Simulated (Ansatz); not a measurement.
# Si(111) with OH on 75 % of the top atoms and H on the rest: bands and core levels, part 2 of 3

What would XPS and angle-resolved spectra of Si(111) with OH on 75 % of the top atoms and H on the rest look like?

Ansatz 0.2.0; DFT, PBE, plane-wave PAW, default files, scalar-relativistic.

So far, gap on the k-mesh (eV): step 2 (relaxing the atoms) 0.996.

## Step 3: Bands by layer

This is the main run. States are solved along the surface zone's path and weighed by where they lie along the normal, since photoemission sees the top layers. The cell holds 4 small cells, so the bands are unfolded.

Contents of input.yaml:

```yaml
crystal:
  lattice:
    - [7.6791796437, 0.0, 0.0]
    - [3.8395898218, 6.6503646517, 0.0]
    - [0.0, 0.0, 24.6337769138]
  atoms:
    - { symbol: H, position: [0.0363586043, 0.0491265661, 0.7202690333] }
    - { symbol: H, position: [0.6014493172, 0.0117516971, 0.7171003917] }
    - { symbol: H, position: [0.0288881245, 0.5805425474, 0.7180109031] }
    - { symbol: O, position: [-0.0214680169, -0.0173113622, 0.6995130905] }
    - { symbol: O, position: [0.4984983222, -0.0073484817, 0.6998164646] }
    - { symbol: O, position: [-0.0082415722, 0.4920756957, 0.6995681249] }
    - { symbol: H, position: [0.4981311385, 0.4969518238, 0.6919512105] }
    - { symbol: Si, position: [-0.0043768189, -0.0039173304, 0.6311835095] }
    - { symbol: Si, position: [0.5002724484, -0.001537647, 0.6315422022] }
    - { symbol: Si, position: [-0.0006840562, 0.4977483483, 0.6313217331] }
    - { symbol: Si, position: [0.4986898163, 0.4987786784, 0.6309016265] }
    - { symbol: Si, position: [0.8326900165, 0.330953089, 0.6000104107] }
    - { symbol: Si, position: [0.3327614339, 0.3317294781, 0.5991890598] }
    - { symbol: Si, position: [0.8315755246, 0.8297185162, 0.5981845663] }
    - { symbol: Si, position: [0.3312883264, 0.8333177422, 0.6004774976] }
    - { symbol: Si, position: [0.8340132011, 0.3328472721, 0.5038249674] }
    - { symbol: Si, position: [0.333277008, 0.3332050117, 0.5033586539] }
    - { symbol: Si, position: [0.8335093329, 0.8329554659, 0.5025305175] }
    - { symbol: Si, position: [0.3328173172, 0.8342963218, 0.5041281395] }
    - { symbol: Si, position: [0.1667320378, 0.1666880574, 0.4710870778] }
    - { symbol: Si, position: [0.6666234756, 0.1671454322, 0.4710092332] }
    - { symbol: Si, position: [0.1675856841, 0.6665902148, 0.4710348105] }
    - { symbol: Si, position: [0.6660213333, 0.6662763532, 0.4711452071] }
    - { symbol: Si, position: [0.166666667, 0.166666667, 0.375247085] }
    - { symbol: Si, position: [0.666666667, 0.166666667, 0.375247085] }
    - { symbol: Si, position: [0.166666667, 0.666666667, 0.375247085] }
    - { symbol: Si, position: [0.666666667, 0.666666667, 0.375247085] }
    - { symbol: Si, position: [0.0, 0.0, 0.343430893] }
    - { symbol: Si, position: [0.5, 0.0, 0.343430893] }
    - { symbol: Si, position: [0.0, 0.5, 0.343430893] }
    - { symbol: Si, position: [0.5, 0.5, 0.343430893] }
    - { symbol: H, position: [0.0, 0.0, 0.284162677] }
    - { symbol: H, position: [0.5, 0.0, 0.284162677] }
    - { symbol: H, position: [0.0, 0.5, 0.284162677] }
    - { symbol: H, position: [0.5, 0.5, 0.284162677] }
kpoints:
  mp_grid: { grid: [3, 3, 1] }
scf:
  occupations: { method: fermi_dirac, width: 0.02 }
  n_extra_bands: 36
hamiltonian:
  xc: pbe
  pseudopotentials: { kind: paw }
output:
  forces: true
  write_potential: true
  volumetric_format: []
  dos:
    projected:
      site_lists:
        adsorbate: [3, 0, 4, 1, 5, 2, 6]
        layer_1: [7, 8, 9, 10]
        layer_2: [11, 12, 13, 14]
        layer_3: [15, 16, 17, 18]
        middle: [19, 20, 21, 22]
        other_layers: [23, 24, 25, 26, 27, 28, 29, 30, 31, 32, 33, 34]
    de: 0.05
    e_range: [-30, 12]
    method: { smearing: { sigma: 0.12, scheme: gaussian } }
  eigenstates:
    kpoints:
      - [0.33333333, -0.33333333, 0.0]
      - [0.25, -0.375, 0.0]
      - [0.16666667, -0.41666667, 0.0]
      - [0.08333333, -0.45833333, 0.0]
      - [0.0, 0.5, 0.0]
      - [-0.08333333, 0.45833333, 0.0]
      # [... 29 more points ...]
      - [0.25, 0.5, 0.0]
      - [0.29166667, -0.41666667, 0.0]
    e_range: [-8.0, 6.0]
    unfold:
      supercell_matrix: [[2, 0, 0], [0, 2, 0], [0, 0, 1]]
      layers:
        axis: 3
        edges: [0.121784, 0.386181, 0.397955, 0.606477, 0.616008, 0.882645]
efield:
  axis: 3
  dipole_correction: true
```

Started as:

```sh
$ ansatz run input.yaml --threads 4 --pin off --max-ram 11264MiB --backend cpu --events-out ev --progress --plain --runs-dir out
```

Numbers of over 12 decimals in the logs are rounded to 6 here.

The program printed:

```text
[...]
Crystal: 35 atoms, lattice volume = 1258.031 Å³
Basis set: ecut = 420 eV, 24545 PW (Γ), exchange–correlation on 108×108×360 points (8 copies of the dense FFT grid, shifted against one another)
Bands: 97, of which v1, the nominal top of the filled ones, is band 61 counted from 1 (60 counted from 0)
Symmetry: 1 space group operations
[...]
k-points: 5 of 9 (time reversal used)
[...]
SCF iter   1: F=—  HF=-17089.395763 eV  |F-HF|=—  |Δ(HF+E_count)|=         —  Δρ=2.05e-3  dr2=4.49e-1  ethr=1.77e-3  p=-0.066 e·Å  D=-9.45e-3 V/Å  ΔV_dip=0.23 eV  dr2_dipole=4.15e-2  V_vac-E_F(+/−)=3.84/3.60 eV  ⟨swp⟩=8.0  Hψ=2697  notcnv=0  defer=37
[...]
SCF iter   9: F=-17089.332364 eV  HF=-17089.332364 eV  |F-HF|=2.07e-8  |Δ(HF+E_count)|=   9.85e-8  Δρ=1.03e-6  dr2=1.27e-8  ethr=8.20e-11  p=0.034 e·Å  D=4.91e-3 V/Å  ΔV_dip=-0.12 eV  dr2_dipole=1.18e-10  V_vac-E_F(+/−)=3.94/4.07 eV  ⟨swp⟩=20.8  Hψ=4871  notcnv=0
SCF 1 converged in 9 iterations: F = -17089.332364 eV  dr2 = 1.27e-8
[...]
NSCF: frozen V_eff on 37 k-points
efield: sawtooth ramp at fractional position 0.9522 (kept from the solve that this one continues, or follows in the run), width 0.1000; the density the first Hamiltonian is built on has a dipole p = 0.034 e·Å; the dipole correction subtracts the counter field D = 4.91e-3 V/Å, which shifts the + side's vacuum level by -0.12 eV against the − side's; the planar-averaged density in the ramp window peaks in size at 2.6e-6 e/Å³
[...]
SCF converged after 9 iterations
Free energy (F): -17089.332364 eV
[...]
Internal energy: -17089.332364 eV  (E = F + TS)
E sigma→0 (E₀):  -17089.332364 eV
Fermi energy:    0.394800 eV
Dipole field:    D = 0.004912 V/Å  (p = 0.034153 e·Å, saw-weighted, corrected)
Work function:   Φ+ = 3.9441 eV   Φ− = 4.0651 eV
[...]
--- Forces (eV/Å), atoms counted from 1 ---
  atom   1  H     -0.00116440    -0.00168516    -0.00048130
  atom   2  H     -0.00153116     0.00093429     0.00115728
  atom   3  H     -0.00075974     0.00086291     0.00115865
  atom   4  O      0.00187591     0.00056141     0.00030426
  atom   5  O      0.00074025    -0.00018700    -0.00080424
  atom   6  O      0.00144543     0.00232295     0.00006792
  atom   7  H      0.00008214     0.00036172     0.00008203
  atom   8  Si     0.00025577     0.00038984    -0.00023185
  atom   9  Si    -0.00024928     0.00023644     0.00021070
  atom  10  Si    -0.00050055     0.00006356     0.00063574
  atom  11  Si     0.00017576    -0.00028781     0.00019244
  atom  12  Si    -0.00038886     0.00006942     0.00066804
  atom  13  Si     0.00060250     0.00055291    -0.00025484
  atom  14  Si    -0.00036815     0.00001478    -0.00070177
  atom  15  Si    -0.00055953    -0.00072109     0.00051686
  atom  16  Si    -0.00012922    -0.00062939     0.00005887
  atom  17  Si    -0.00018114    -0.00078485     0.00003493
  atom  18  Si    -0.00016797     0.00019433    -0.00009668
  atom  19  Si     0.00017715     0.00036293    -0.00006813
  atom  20  Si     0.00051079    -0.00031538    -0.00063157
  atom  21  Si    -0.00017381     0.00004721    -0.00027986
  atom  22  Si     0.00010194    -0.00019926     0.00066586
  atom  23  Si    -0.00009774     0.00027895    -0.00019536
  atom  24  Si    -0.01204607    -0.01132453    -0.06994912
  atom  25  Si     0.01423913     0.01331095    -0.08856218
  atom  26  Si     0.02905846     0.00700459    -0.08355870
  atom  27  Si    -0.03173561    -0.01198979    -0.06430800
  atom  28  Si    -0.00309306    -0.00135301     0.84396598
  atom  29  Si     0.00230056     0.00111643     0.86149827
  atom  30  Si     0.00134292     0.00011635     0.86856368
  atom  31  Si    -0.00027387     0.00107063     0.83038799
  atom  32  H     -0.00006317    -0.00015194    -0.77605704
  atom  33  H      0.00088569    -0.00086997    -0.77383366
  atom  34  H      0.00004050     0.00200686    -0.77306836
  atom  35  H     -0.00032624    -0.00136455    -0.77709626
  max |Σ_I F_I| component: 2.53e-5 eV/Å
--- Band table (eV; the first three rows and the last of 5) ---
  k-point 0: bands = [... 57 lower, -0.5898, -0.5396, -0.1551, -0.0951, 0.9011, 0.9045, 0.9135, 1.3643, ... 32 higher]
  k-point 1: bands = [... 57 lower, -1.4771, -1.1529, -1.0568, -0.5355, 1.0365, 1.6264, 1.6966, 1.7872, ... 32 higher]
  k-point 2: bands = [... 57 lower, -1.4870, -1.1460, -1.0534, -0.5315, 1.0360, 1.6239, 1.7072, 1.7904, ... 32 higher]
  k-point 4: bands = [... 57 lower, -1.7861, -1.4658, -1.4301, -1.3215, 1.9659, 2.0122, 2.1558, 2.4668, ... 32 higher]
```

Elapsed: 5.7 min, on 4 threads of Arm Neoverse V1, shared host; peak memory 4.9 GiB; 23 min of CPU time.

Reading the cycles: dr2 is the Hartree energy of the density residual (eV), the measure of convergence; HF is the Harris–Foulkes estimate of the energy, which meets the free energy F at convergence.

Numbers from this step:

```
Fermi energy                                   : 0.3948 eV
zero of energy                                 : valence-band maximum
share of occupied states in no projected shell : 0.0118 of the occupied states in the window
```

A(k,E), total over k along the path and E. Zero: valence-band maximum.

Ten even steps from '0' (0.0 eV⁻¹) to '9' (7.8 eV⁻¹), each cell a mean:
```
222455654532122573333211001332
111246554365347754222233223211
001222345668997421211111133100
221112234444444332221111124322
233322222233233322223211221122
000000000012321122222344321110
000000000000000000121222200000
000000000000000000000000000000
000000000002321000000000000000
000000000234454221000000000000
000000023344444322221110000000
000112244443224443332222210000
221012322320001222222333332222
122343223100000122212223332211
333332231000000012211111123333
223322322222222221222211113332
443332221111111112223333333344
211111100111111110120000000112
000121111000000001111000000000
001111000000000000011100000000
222111111111111111111222233332
221110000000000000001122222222
```
Columns: k along the path (Å⁻¹) from 0 to 2.58; rows upwards: E (eV) from -7.21 to 4.71.

A(k,E), top over k along the path and E. Zero: valence-band maximum.

Ten even steps from '0' (0.01 eV⁻¹) to '9' (1.59 eV⁻¹), each cell a mean:
```
222446875432112565543210001432
111234467687668864322222223211
001112334678997421211111122100
111011122222332333221111122211
222222222221112222223211221112
000000001123333222122333321110
000000000000110000111111100000
000000000000000000000000000000
000000000002331000000000000000
000000000234344221000000000000
000000123232113322222111000000
001122333321112332332222321000
321113211210001121111222223223
123442122100000122321111222211
333223331111111112221111112333
222333445666666653344443333333
666666554334443446666678877766
444323322333333332232222222234
112233332211111123322100000111
012221000000000000022210011110
322111110011111001111233333333
432100000000000000001123333344
```
Columns: k along the path (Å⁻¹) from 0 to 2.58; rows upwards: E (eV) from -7.21 to 4.71.

A(k,E), middle over k along the path and E. Zero: valence-band maximum.

Ten even steps from '_' (0.02 eV⁻¹) to '@' (3.22 eV⁻¹), each cell a mean:
```
::::::**++++**==::==--......::==##..::----::....____..----::
......::++##****==::++==::--++**++++--::----------::--::....
____..::::::====++####%%@@@@##++::::::..........::==--::____
----::..::::--==++**++++++++++==--------......::::--**==----
==========----::::::====--======::::::--==--::::----..::--==
......______________..::----....::--::..::--========::::....
________________________..________..::------------__________
____________________________________________....____________
______________________::==--..______________________________
__________________::==========::::..________________________
____________..::----++**##**++--::::::::::....______________
____..::::::::==++++++++----++****==----::::::::--::..______
----::....--==----==--______..--------==------==----------==
::::----====----==::__________..::::::::::==========--::::::
------====------..______________..::::..........::----------
....::::..::::......................................::::::..
------::::....::..________________::::............::::------
::....____::::______________________..::________________..::
______..::....______________________......__________________
____..::..____________________________........______________
----::....................................::::--------------
--::::....______________________________....::::::::::::::--
```
Columns: k along the path (Å⁻¹) from 0 to 2.58; rows upwards: E (eV) from -7.21 to 4.71.

A(k,E), bottom over k along the path and E. Zero: valence-band maximum.

Ten even steps from '0' (0.01 eV⁻¹) to '9' (2.39 eV⁻¹), each cell a mean:
```
222456655632222583333210001432
111235443376347754222233223311
001112345557986311211111133100
221011234543333322110111123222
222211111133333322112111220111
000000000001210012223444321000
000000000000000000111111100000
000000000000000000000000000000
000000000001210000000000000000
000000000135663210000000000000
000000012344334332111000000000
000011133432123433443211100000
110001322310000221122333321111
111133223100000122111122232110
233342231000000012211100122332
344423310111111111332111123443
443321010000000001113333333334
000000000000000000010000000000
000001110000000000100000000000
000111000000000000011100000000
122112222222222222221111111221
111110000000000000001112211111
```
Columns: k along the path (Å⁻¹) from 0 to 2.58; rows upwards: E (eV) from -7.21 to 4.71.

Peaks of A(k,E) at the labelled points: for each region the eleven nearest the zero at most, each over 6 % of that point's highest, less those above the energy where the solved bands run out; weight and spread sum the levels within three half widths or 0.3 eV, so near peaks share levels. Peaks of the spectral function, the first 40 of 131 rows:

| point | weight on | E (eV) | A (1/eV) | weight near the peak | rms spread of levels (eV) |
| --- | --- | --- | --- | --- | --- |
| K | total | -3.95 | 4.175 | 1.868 | 0.098 |
| K | total | -3.61 | 1.618 | 1.131 | 0.117 |
| K | total | -3.35 | 4.697 | 1.768 | 0.119 |
| K | total | -2.77 | 0.729 | 0.291 | 0.232 |
| K | total | -2.31 | 4.465 | 1.668 | 0.089 |
| K | total | -2.21 | 3.613 | 1.674 | 0.091 |
| K | total | -1.89 | 1.522 | 0.957 | 0.153 |
| K | total | 2.07 | 3.797 | 0.966 | 0.023 |
| K | total | 2.57 | 5.774 | 1.992 | 0.075 |
| K | total | 3.49 | 0.46 | 0.096 | 0.131 |
| K | total | 4.03 | 2.197 | 0.776 | 0.111 |
| K | top | -3.95 | 0.868 | 0.381 | 0.109 |
| K | top | -3.63 | 0.445 | 0.157 | 0.149 |
| K | top | -3.25 | 1.102 | 0.379 | 0.099 |
| K | top | -2.77 | 0.274 | 0.133 | 0.202 |
| K | top | -2.19 | 0.791 | 0.277 | 0.087 |
| K | top | -1.89 | 0.564 | 0.306 | 0.164 |
| K | top | -1.35 | 0.101 | 0.026 | 0.067 |
| K | top | 2.07 | 0.646 | 0.167 | 0.028 |
| K | top | 2.57 | 0.735 | 0.26 | 0.077 |
| K | top | 2.71 | 0.552 | 0.26 | 0.077 |
| K | top | 3.49 | 0.139 | 0.036 | 0.135 |
| K | middle | -4.41 | 1.575 | 0.746 | 0.155 |
| K | middle | -4.13 | 1.464 | 0.687 | 0.162 |
| K | middle | -3.61 | 0.587 | 0.452 | 0.106 |
| K | middle | -3.35 | 1.933 | 0.73 | 0.116 |
| K | middle | -2.31 | 2.671 | 1.017 | 0.088 |
| K | middle | -2.21 | 2.22 | 1.019 | 0.089 |
| K | middle | -1.89 | 0.777 | 0.553 | 0.144 |
| K | middle | 2.07 | 2.608 | 0.67 | 0.021 |
| K | middle | 2.57 | 3.123 | 1.076 | 0.075 |
| K | middle | 4.03 | 0.958 | 0.332 | 0.104 |
| K | middle | 4.73 | 1.695 | 0.677 | 0.092 |
| K | bottom | -4.39 | 0.641 | 0.519 | 0.135 |
| K | bottom | -4.11 | 2.157 | 1.038 | 0.132 |
| K | bottom | -3.95 | 2.26 | 0.941 | 0.094 |
| K | bottom | -3.63 | 0.474 | 0.433 | 0.091 |
| K | bottom | -3.35 | 1.773 | 0.539 | 0.089 |
| K | bottom | -2.33 | 0.981 | 0.294 | 0.071 |
| K | bottom | 2.07 | 0.471 | 0.112 | 0.023 |

The DOS has structure finer than the step of the table below, so its rows give means over 1 eV, whole bins alone (the curve runs from -22.6 to 4.51 eV). Peaks (eV: height): total -4.1: 24.4, -2.9: 25.6, -1.7: 25.3, 4.2: 40.7; Si 3p -2.9: 20.6, -2.3: 20.7, -1.7: 21.7, 4.2: 20.7; Si 3s -10.7: 8.03, -9.9: 7.51, -9.7: 7.47, -9.3: 8.74; O 2p -8.0: 4.49, -5.1: 3.58, -4.4: 6.86, -4.0: 6.00; H 1s -20.6: 2.35, -6.4: 1.69, -4.1: 2.99, 4.1: 2.04.

The DOS by E, zero at the valence-band maximum; means over each step; values in states/eV/cell:

| E (eV) | total | Si 3p | Si 3s | O 2p | H 1s | O 2s |
| --- | --- | --- | --- | --- | --- | --- |
| -22 | 0 | 0 | 0 | 0 | 0 | 0 |
| -21 | 4.28 | 0.285 | 0.176 | 0.104 | 0.572 | 3.11 |
| -20 | 1.72 | 0.115 | 0.0714 | 0.0422 | 0.229 | 1.25 |
| -19 | 0 | 0 | 0 | 0 | 0 | 0 |
| -18 | 0 | 0 | 0 | 0 | 0 | 0 |
| -17 | 0 | 0 | 0 | 0 | 0 | 0 |
| -16 | 0 | 0 | 0 | 0 | 0 | 0 |
| -15 | 0 | 0 | 0 | 0 | 0 | 0 |
| -14 | 0 | 0 | 0 | 0 | 0 | 0 |
| -13 | 0 | 0 | 0 | 0 | 0 | 0 |
| -12 | 0.284 | 0.0221 | 0.252 | 0.00271 | 0.00490 | 2.3e-4 |
| -11 | 4.48 | 0.871 | 3.35 | 0.120 | 0.108 | 0.00605 |
| -10 | 8.31 | 1.95 | 5.30 | 0.697 | 0.297 | 0.00659 |
| -9 | 10.5 | 2.48 | 5.76 | 1.50 | 0.656 | 0.00768 |
| -8 | 6.47 | 1.76 | 2.62 | 1.38 | 0.576 | 0.0680 |
| -7 | 7.83 | 3.45 | 3.29 | 0.442 | 0.497 | 0.0688 |
| -6 | 9.27 | 4.27 | 3.14 | 0.842 | 0.751 | 0.148 |
| -5 | 7.04 | 2.86 | 1.16 | 2.32 | 0.447 | 0.161 |
| -4 | 18.3 | 10.0 | 1.26 | 5.13 | 1.55 | 0.0673 |
| -3 | 15.4 | 12.3 | 0.809 | 1.34 | 0.695 | 0.0231 |
| -2 | 18.9 | 16.5 | 0.747 | 0.953 | 0.380 | 0.0275 |
| -1 | 7.57 | 6.83 | 0.100 | 0.308 | 0.179 | 0.00958 |
| 0 | 1.74 | 1.64 | 0.00134 | 0.0475 | 0.00141 | 0.00126 |
| 1 | 2.30 | 1.29 | 0.622 | 0.0194 | 0.0396 | 0.0149 |
| 2 | 12.6 | 6.92 | 3.09 | 0.181 | 0.388 | 0.141 |
| 3 | 20.0 | 11.5 | 3.28 | 0.178 | 0.877 | 0.150 |
| 4 | 25.8 | 13.5 | 2.89 | 0.183 | 1.22 | 0.126 |

Sums over each group's atoms; a table of it gives point samples, which can step over narrow peaks. Table of DOS of the group by E, zero at the valence-band maximum; 7 of 14 lines; values in states/eV:

| E (eV) | other layers: Si 3p | adsorbate: O 2p | layer 2: Si 3p | middle: Si 3p | layer 3: Si 3p | other layers: Si 3s | layer 1: Si 3p |
| --- | --- | --- | --- | --- | --- | --- | --- |
| -22 | 0 | 0 | 0 | 0 | 0 | 0 | 0 |
| -21 | 0 | 0.00918 | 0.00151 | 1.3e-5 | 5.5e-5 | 0 | 0.0241 |
| -20 | 0 | 7.6e-5 | 1.2e-5 | 0 | 0 | 0 | 1.9e-4 |
| -19 | 0 | 0 | 0 | 0 | 0 | 0 | 0 |
| -18 | 0 | 0 | 0 | 0 | 0 | 0 | 0 |
| -17 | 0 | 0 | 0 | 0 | 0 | 0 | 0 |
| -16 | 0 | 0 | 0 | 0 | 0 | 0 | 0 |
| -15 | 0 | 0 | 0 | 0 | 0 | 0 | 0 |
| -14 | 0 | 0 | 0 | 0 | 0 | 0 | 0 |
| -13 | 0 | 0 | 0 | 0 | 0 | 0 | 0 |
| -12 | 2.7e-4 | 1.1e-4 | 1.2e-4 | 4.5e-6 | 2.3e-5 | 0.00309 | 2.0e-4 |
| -11 | 0.0657 | 0.0507 | 0.0287 | 0.0746 | 0.0697 | 0.469 | 0.0376 |
| -10 | 0.709 | 0.874 | 0.456 | 0.286 | 0.284 | 2.28 | 0.279 |
| -9 | 0.525 | 0.981 | 0.366 | 0.274 | 0.211 | 1.38 | 0.232 |
| -8 | 1.02 | 3.18 | 0.123 | 0.0583 | 0.984 | 1.59 | 1.44 |
| -7 | 0.843 | 0.607 | 0.637 | 0.736 | 0.241 | 1.15 | 0.559 |
| -6 | 0.889 | 0.605 | 0.548 | 0.726 | 0.683 | 0.670 | 0.635 |
| -5 | 0.504 | 2.26 | 0.422 | 0.326 | 0.568 | 0.240 | 0.588 |
| -4 | 7.07 | 5.61 | 1.41 | 0.861 | 0.987 | 0.271 | 1.48 |
| -3 | 5.38 | 1.74 | 2.71 | 3.42 | 3.33 | 0.273 | 1.45 |
| -2 | 4.56 | 0.723 | 2.64 | 2.38 | 2.72 | 0.214 | 1.33 |
| -1 | 2.91 | 0.314 | 1.87 | 1.14 | 1.15 | 0.00636 | 1.37 |
| 0 | 0.207 | 0.0285 | 0.244 | 0.203 | 0.153 | 9.1e-5 | 0.267 |
| 1 | 0.564 | 0.0324 | 0.229 | 0.716 | 0.633 | 0.265 | 0.440 |
| 2 | 2.17 | 0.250 | 1.05 | 1.64 | 1.61 | 1.08 | 1.64 |
| 3 | 3.76 | 0.181 | 1.49 | 2.28 | 2.79 | 1.15 | 1.85 |
| 4 | 4.07 | 0.193 | 1.88 | 2.60 | 2.13 | 1.18 | 1.66 |

This run's widths, added to any smearing of the DOS itself: Gaussian 0.15 eV, Lorentzian 0.05 eV plus 0.05 an eV of depth. Intensity against binding energy, zero at the valence-band maximum; values in % of the maximum within 13 eV:

| binding energy (eV) | 21.2 eV | 150 eV | 1486.7 eV | 5414.7 eV | 8047.8 eV |
| --- | --- | --- | --- | --- | --- |
| -1 | 0.527 | 0.780 | 0.930 | 0.643 | 0.601 |
| 0 | 2.27 | 5.30 | 5.15 | 2.15 | 1.72 |
| 1 | 11.9 | 26.7 | 25.4 | 9.48 | 7.18 |
| 2 | 23.9 | 45.7 | 49.1 | 24.3 | 20.7 |
| 3 | 42.7 | 59.8 | 57.1 | 30.2 | 26.3 |
| 4 | 98.9 | 98.7 | 61.9 | 35.4 | 32.0 |
| 5 | 45.5 | 50.1 | 42.8 | 31.4 | 29.8 |
| 6 | 21.7 | 31.9 | 60.2 | 53.5 | 52.5 |
| 7 | 18.2 | 27.9 | 63.0 | 58.8 | 58.1 |
| 8 | 38.2 | 43.0 | 68.5 | 63.7 | 63.1 |
| 9 | 27.7 | 35.1 | 80.7 | 80.2 | 80.2 |
| 10 | 18.2 | 28.7 | 81.6 | 82.3 | 82.3 |
| 11 | 5.03 | 11.9 | 43.3 | 44.5 | 44.7 |
| 12 | - | 3.20 | 10.9 | 11.1 | 11.1 |
| 13 | - | 1.42 | 3.72 | 3.56 | 3.53 |
| 14 | - | 1.06 | 2.38 | 2.13 | 2.08 |
| 15 | - | 1.00 | 2.00 | 1.66 | 1.59 |
| 16 | - | 1.15 | 2.10 | 1.60 | 1.50 |
| 17 | - | 1.58 | 2.72 | 1.92 | 1.76 |
| 18 | - | 2.71 | 4.48 | 2.98 | 2.69 |
| 19 | - | 6.47 | 10.5 | 6.74 | 6.02 |
| 20 | - | 28.6 | 45.9 | 29.1 | 25.8 |
| 21 | - | 37.6 | 60.5 | 38.3 | 34.0 |
| 22 | - | 7.78 | 12.5 | 7.99 | 7.11 |

(Part 2 of 3 ends here.)

[Logs are printed without paths, hosts, clocks, repeated set-up lines and the standing remarks that a program may print on its own settings, such as how far it seeks lower states.]

[Hosts, paths, dates, database ids (printed as entryN), source tags and the programs' standing remarks are cut or masked in the printed files.]

[Maps of the electrostatic potential energy from Ansatz leave out the sawtooth potential of an applied field or a dipole correction, so their vacuum need not be flat; work functions include it.]
